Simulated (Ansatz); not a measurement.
# Is Sn2W in the AlB2 type a stable metal?, part 2 of 3

The plan: relax Sn2W in the AlB2 type, check its phonons, and, if the lattice is stable, compute its Eliashberg function and ρ(T).

Ansatz 0.2.0; DFT LDA, scalar-relativistic, plane waves, PAW; PAW set soft_1.

So far. Step 2 (Relaxing cell and atoms): The largest force is now zero by symmetry and the largest stress component 0.018 GPa. Step 3 (Relaxation): The largest force is now zero by symmetry and the largest stress component 0.032 GPa. The relaxed cell has a = 4.951, c = 2.806 Å (conventional setting).

The structure was built from a prototype and need not be the compound's stable phase.

**4. Tight relaxation**

No force is left; the cell is relaxed once more with another smearing and tight thresholds.

Input file input.yaml:

```yaml
crystal:
  lattice:
    - [4.9511825454, 0.0, 0.0]
    - [-2.4755912727, 4.287849863, 0.0]
    - [0.0, 0.0, 2.806489078]
  atoms:
    - { symbol: W, position: [0.0, 0.0, 0.0] }
    - { symbol: Sn, position: [0.3333333333, 0.6666666667, 0.5] }
    - { symbol: Sn, position: [0.6666666667, 0.3333333333, 0.5] }
kpoints:
  mp_grid: { grid: [6, 6, 10] }
hamiltonian:
  xc: lda
  pseudopotentials: { kind: paw, azcp: { folder: soft_1 }, xc_functional: pbe }
scf:
  occupations: { method: methfessel_paxton, width: 0.2 }
output:
  forces: true
  stress: true
  eigenvalues: true
relax:
  adjacent_minimum: "off"
  f_tol: 0.001
  max_steps: 60
  cell: { stress_tol: 0.01 }
```

Run with:

```bash
$ ansatz run input.yaml --threads 4 --pin off --max-ram 12288MiB --backend cpu --events-out ev --progress --plain --runs-dir out
```

Numbers of over 12 decimals in the logs are rounded to 6 here.

The program printed:

```text
[the first part of the log is left out]
  E_paw        = -16775.564395  (= ΣΔE_a)
  E_vpaw       = -818.352790  (= ΣTr[D̂ρ^β])
  E_aug_tail   = 0.000708  (compensation charges beyond the density's cutoff)
  E_ewald      = -4502.064385
  E_core_change = 1.133031  (= ΣΔE_core)
  E_smearing   = -0.000150  (= −TS)
  E_closure    = 0.000000  (closes the sum)
  Σ components = -21887.213181   (vs F -21887.213181, Δ=0.00e0)
[...]
--- Stress (GPa, compression-positive) ---
        0.002320      -0.000000       0.000000
       -0.000000       0.002320       0.000000
        0.000000       0.000000       0.004172
  P = ⅓ Tr σ = 0.0029 GPa (0.029 kbar)
--- Band table (eV; the first three rows and the last of 42) ---
[...]
--- Relaxed structure (4 steps of the walk, 3 accepted, 1 SCFs on fresh bases) ---
[...]
cell:  # Å, volume = 59.7427 Å³
    - [4.963739, 0.0, 0.0]
    - [-2.481869, 4.298724, 0.0]
    - [0.0, 0.0, 2.799862]
  atoms:
    - { symbol: W, position: [0, 0, 0.0] }
    - { symbol: Sn, position: [0.333333, 0.666667, 0.5] }
    - { symbol: Sn, position: [0.666667, 0.333333, 0.5] }
```

Wall time 3.2 s (4 threads of AMD EPYC 9B14 (Zen 4), shared host); peak memory 0.45 GiB; 11 s of CPU time.

Step by step:

```
step  energy less that of the first step (eV)  largest force component (eV/Å)  pressure (GPa)  volume (Å³)
   1                                   0.0000                          0.0000            0.20        59.58
   2                                   0.0007                          0.0000           -0.24        59.96
   3                                  -0.0009                          0.0000           -0.02        59.75
   4                                  -0.0009                          0.0000            0.00        59.74
   5                                  -0.0009                          0.0000            0.00        59.74
```

The log counts 1 steps on a newly chosen plane-wave basis, not all of them marked here; energy and pressure can jump at such steps. Relaxation step 2 was tried and not accepted.

```
conventional cell, symmetrised  before  after  change
                         a (Å)   4.951  4.964  +0.3 %
                         b (Å)   4.951  4.964  +0.3 %
                         c (Å)   2.806  2.800  -0.2 %
              volume (Å³/atom)   19.86  19.91  +0.3 %
```

Final coordinates:

```
W Sn
1.0
     4.96374    0.00000    0.00000
    -2.48187    4.29872    0.00000
     0.00000    0.00000    2.79986
W Sn
1 2
Direct
  0.00000 0.00000 0.00000
  0.33333 0.66667 0.50000
  0.66667 0.33333 0.50000
```

This step gave:

```yaml
pressure: 0.002937 GPa
volume_per_atom: 19.91 Å³/atom
```

The largest force is now zero by symmetry and the largest stress component 0.0042 GPa, small enough for phonons.

**5. Lattice stability: q 2×2×2, k 4×4×6**

Before any scattering is computed, the phonons show whether the structure is a minimum.

Input file input.yaml:

```yaml
crystal:
  lattice:
    - [4.9637388275, 0.0, 0.0]
    - [-2.4818694137, 4.2987239223, 0.0]
    - [0.0, 0.0, 2.7998620807]
  atoms:
    - { symbol: W, position: [0.0, 0.0, 0.0] }
    - { symbol: Sn, position: [0.3333333333, 0.6666666667, 0.5] }
    - { symbol: Sn, position: [0.6666666667, 0.3333333333, 0.5] }
kpoints:
  mp_grid: { grid: [4, 4, 6] }
hamiltonian:
  xc: lda
  pseudopotentials: { kind: paw, azcp: { folder: soft_1 }, xc_functional: pbe }
scf:
  occupations: { method: methfessel_paxton, width: 0.2 }
output:
  eigenvalues: true
phonons:
  method: dfpt
  qmesh: [2, 2, 2]
  temperatures: { t_max: 1000, t_step: 50 }
  qpath:
    path:
      - [[0.0, 0.0, 0.0], [0.5, 0.0, 0.0], [0.33333333, 0.33333333, 0.0], [0.0, 0.0, 0.0], [0.0, 0.0, 0.5], [0.5, 0.0, 0.5], [0.33333333, 0.33333333, 0.5], [0.0, 0.0, 0.5]]
      - [[0.5, 0.0, 0.5], [0.5, 0.0, 0.0]]
      - [[0.33333333, 0.33333333, 0.5], [0.33333333, 0.33333333, 0.0]]
    npoints: 10
```

The program printed:

```text
Warning: phonons: the dynamical matrix that this run interpolates holds no multipole term above the dipole-dipole one, and a site of this crystal is no centre of inversion, so its interpolated transverse optical and acoustic branches and sound speeds can stay off near Gamma, and the density of states and the thermodynamics with them. What a run solves at a wave vector of phonons.qpoints, Gamma apart, where the deck admits one, is free of this, and under fd what a larger phonons.supercell samples
[...]
Crystal: 3 atoms, lattice volume = 59.743 Å³
Basis set: ecut = 420 eV, 1191 PW (Γ), exchange–correlation on 72×72×40 points (8 copies of the dense FFT grid, shifted against one another)
Bands: 26, of which v1, the nominal top of the filled ones, is band 21 counted from 1 (20 counted from 0)
Symmetry: 24 space group operations
k-points: 16 of 96
[...]
SCF iter   1: F=—  HF=-21887.624548 eV  |F-HF|=—  |Δ(HF+E_count)|=         —  Δρ=4.53e-2  dr2=2.20e0  ethr=3.10e-3  ⟨swp⟩=5.2  Hψ=1797  notcnv=0
[...]
SCF iter   9: F=-21887.165663 eV  HF=-21887.165663 eV  |F-HF|=7.28e-12  |Δ(HF+E_count)|=  2.18e-11  S|Δr|=    0.00e0  Δρ=6.05e-8  dr2=2.28e-12  ethr=1.00e-12  ⟨swp⟩=7.4  Hψ=1831  notcnv=0
SCF 1 converged in 9 iterations: F = -21887.165663 eV  dr2 = 2.28e-12
[...]
SCF iter   1: F=—  HF=-21887.165660 eV  |F-HF|=—  |Δ(HF+E_count)|=         —  Δρ=1.42e-7  dr2=4.84e-12  ethr=3.20e-8  ⟨swp⟩=3.6  Hψ=3013  notcnv=0
eigensolver tolerance schedule: the retry pair's looser diagonalisation over-reported the residual by 2781306.96 of it (diagonalisation noise at an unbounded share of the residual, at the tolerance the schedule requests for it); recorded, not acted on — ethr = c·dr2/N_el stays at c = 1.0e-1
[...]
SCF iter   2: F=—  HF=-21887.165663 eV  |F-HF|=—  |Δ(HF+E_count)|=   2.85e-6  S|Δr|=    0.00e0  Δρ=8.51e-8  dr2=3.58e-12  ethr=1.00e-12  ⟨swp⟩=7.1  Hψ=1926  notcnv=0
SCF iter   3: F=-21887.165663 eV  HF=-21887.165663 eV  |F-HF|=0.00e0  |Δ(HF+E_count)|=  3.64e-12  S|Δr|=    0.00e0  Δρ=5.38e-8  dr2=1.38e-12  ethr=1.00e-12  ⟨swp⟩=1.0  Hψ=904  notcnv=0
SCF 2 converged in 3 iterations: F = -21887.165663 eV  dr2 = 1.38e-12
phonons: the bands overlap, so this run is a metal and interpolates without the dipole-dipole term. If the crystal is really an insulator or semiconductor, its LO-TO splitting is missing
NSCF: frozen V_eff on 16 k-points
[...]
DFPT response loops at q = (0, 0, 0) (fractional): preconditioner auto → Kerker (q_TF=auto, 2.573 Å⁻¹) (partly filled bands, converged f_vac=0.000); β = 1.00, the filter's whole step (`scf.mixing.beta` (0.50) is not read by the response loops under this deck's `scf.mixing.preconditioner`; to damp them name `kerker` or `kerker_dos`, under which they read `scf.mixing.beta`, and type it under 1.00, their step now; both keys bind the ground state too); Broyden in place of MSR1
[...]
SCF converged after 9 iterations
Stability not checked: this state was not tested for a lower state beside it, because cold or Methfessel-Paxton smearing, or corrected tetrahedra, fill the levels in a way that the test cannot read (fill_not_monotonic; see scf.lower_state_search)
Free energy (F): -21887.165663 eV
[...]
Internal energy: -21887.159857 eV  (E = F + TS)
E sigma→0 (E₀):  -21887.164212 eV
Entropy (-TS):   -0.005806 eV (-1.935 meV/atom)
Fermi energy:    16.602080 eV
[...]
--- Band table (eV; the first three rows and the last of 16) ---
  k-point 0: bands = [... 17 lower, 11.2629, 12.4376, 15.3273, 15.3273, 18.2165, 18.2165, 18.2681, 19.0412, ... 1 higher]
  k-point 1: bands = [... 17 lower, 11.8386, 13.5986, 14.7685, 14.7685, 17.6676, 18.6082, 18.6082, 18.9052, ... 1 higher]
  k-point 2: bands = [... 17 lower, 13.4485, 13.4485, 13.7094, 13.7094, 17.7367, 17.9417, 17.9417, 19.5679, ... 1 higher]
  k-point 15: bands = [... 17 lower, 12.3731, 13.1551, 15.0642, 15.5445, 16.4522, 16.6833, 17.4224, 20.0984, ... 1 higher]
--- Phonons (Γ-DFPT): 4 representative perturbations + reference (Σ response iterations 11) ---
  ASR residual: 1.284e-4 → 0.000e0 eV/Å²; symmetrization residual: 1.693e-5 eV/Å²
  ASR residual per site (eV/Å²): 1.28e-4 1.42e-5 1.42e-5
  Γ frequencies (cm⁻¹): -93.67 -69.23 0.00 0.00 0.00 65.61 65.61 177.33 177.33
--- Phonons (arbitrary-q DFPT): 4 irreducible q on the 2×2×2 mesh ---
  q = [0.0000, 0.0000, 0.0000] (star 1, of the zone-centre solve; hermiticity 4.66e-6, symmetrization 2.34e-10): -93.67 -69.23 -0.00 0.00 0.00 65.61 65.61 177.33 177.33
  q = [0.0000, 0.0000, -0.5000] (star 1, 4 solved perturbations in 88 linear systems a pass and spin channel, the states on 28 of 96 k-point pairs; hermiticity 2.25e-9, symmetrization 1.21e-9): -77.83 -62.92 -62.92 -23.45 -23.45 148.14 148.14 196.90 231.44
  q = [0.0000, -0.5000, 0.0000] (star 3, 6 solved perturbations on 28 of 96 k-point pairs; hermiticity 2.17e-6, symmetrization 2.42e-10): -74.43 -61.39 -57.05 -33.39 11.80 77.35 95.19 167.95 184.10
[...]
sum rule: each row above includes the acoustic sum rule's correction from the zone centre's row sums; it moved no ω² by more than (0.44 cm⁻¹)²
  mesh force constants: q→R imaginary residual 1.31e-17; ASR residual 1.284e-4 → 0.000e0 eV/Å²; symmetrization residual 8.882e-15 eV/Å²
  interpolated dispersion: 93 rows × 9 modes
  density of states and harmonic sums: on the 14×14×22 q-mesh, interpolated from the force constants of a 2×2×2 supercell (no non-analytic term)
  largest difference from the sums on the solved wave vectors: F 1.74e-1 eV, S 2.48e-4 and C_V 7.56e-5 eV/K
  zero-point energy: 0.042563 eV/cell   skipped modes (ω ≤ 0): 991, of them read as no rigid motion or as one in doubt: 988 (3.380e0 modes/cell left out, lowest -93.67 cm⁻¹)   left out of the sums: 3.76e-1 of the cell's modes: C_V's classical limit lies that fraction below 3 k_B per atom; for a crystal, a wire or a layer, F and S can be off by more, and a phonons.interpolated_qmesh denser along its periods is the remedy for the sampling
```

Run time: 18 s. Hardware: 4 threads; peak memory 0.56 GiB.

Numbers from this step:

```
share of imaginary modes in the plain interpolation between solved wavevectors : 0.3776
highest frequency, solved or plainly interpolated                              : 231.4 cm⁻¹
```

Solved on the 2×2×2 mesh alone; all other wavevectors are interpolated. The phonon branches at the labelled points (cm⁻¹):

```csv
point,branch 1,branch 2,branch 3,branch 4,branch 5,branch 6,branch 7,branch 8,branch 9
Γ,-94,-69,0,0,0,66,66,177,177
halfway,-85,-69,-33,-16,32,69,77,172,181
M,-74,-61,-57,-33,12,77,95,168,184
halfway,-72,-62,-59,-45,34,71,109,155,191
K,-67,-63,-63,-52,56,56,133,133,194
halfway,-82,-69,-38,-28,35,68,85,168,184
Γ,-94,-69,0,0,0,66,66,177,177
halfway,-76,-42,-42,40,40,130,159,163,163
A,-78,-63,-63,-23,-23,148,148,197,231
halfway,-80,-69,-52,-44,43,142,154,201,225
L,-75,-74,-69,-2,61,133,159,209,215
halfway,-74,-74,-68,-28,76,123,162,209,214
H,-77,-72,-51,-51,101,101,165,211,211
halfway,-79,-68,-59,-43,53,138,157,202,223
A,-78,-63,-63,-23,-23,148,148,197,231
jump to L,-75,-74,-69,-2,61,133,159,209,215
halfway,-71,-54,-52,55,80,139,146,151,172
M,-74,-61,-57,-33,12,77,95,168,184
jump to H,-77,-72,-51,-51,101,101,165,211,211
halfway,-69,-66,16,16,118,118,143,143,180
K,-67,-63,-63,-52,56,56,133,133,194
```

The phonon branches as a text plot (rows in cm⁻¹):

```
    225 |                      ******       ****
    211 |                     *     ********    *        *
    198 |       ***            *****        **** *        *    **
    184 |*******   ******    *                    *  ****   ***
    170 |******      *** ***  *         **        *** ******
    157 |      **  **       ***   ******  ****  **  **
    143 |        **            ******       ****  ***       *
    130 |        **        **        ***   *    **            ***
    116 |       *                       * *                ***
    103 |      *   *       *             *               **
     89 |   ***     *     *             *            ****
     76 |  *****    ***                *  **      *******     *
     62 |***    **** ******          **         **
     49 |        **        *       **       **     **         ***
     35 | ***   *  ****     **                    *   *      *
     21 |    * *              *   *              *          *  *
      8 |**   *        *                      * *     ***
     -6 |* *          ***            **
    -19 | * *        **  **    ***     *       *      *    *
    -33 |  *****    **     *      * *   * **  **     ****
    -46 |    *  *****       **     *     *  **      ** * **     *
    -60 |    ******           ***** *   * *** ** ****  **   ****
    -73 |**************** ***************************************
    -87 |****        *****
         Γ    M  K      Γ       A     L  H    A|L      M|H      K
```

Among the solved wavevectors the lowest mode, translations apart, is -93.7 cm⁻¹, imaginary.

(Continued in part 3 of 3.)

[Logs are printed without paths, hosts, clocks, repeated set-up lines and the standing remarks that a program may print on its own settings, such as how far it seeks lower states.]

[Hosts, paths, dates, database ids (printed as entryN), source tags and the programs' standing remarks are cut or masked in the printed files.]
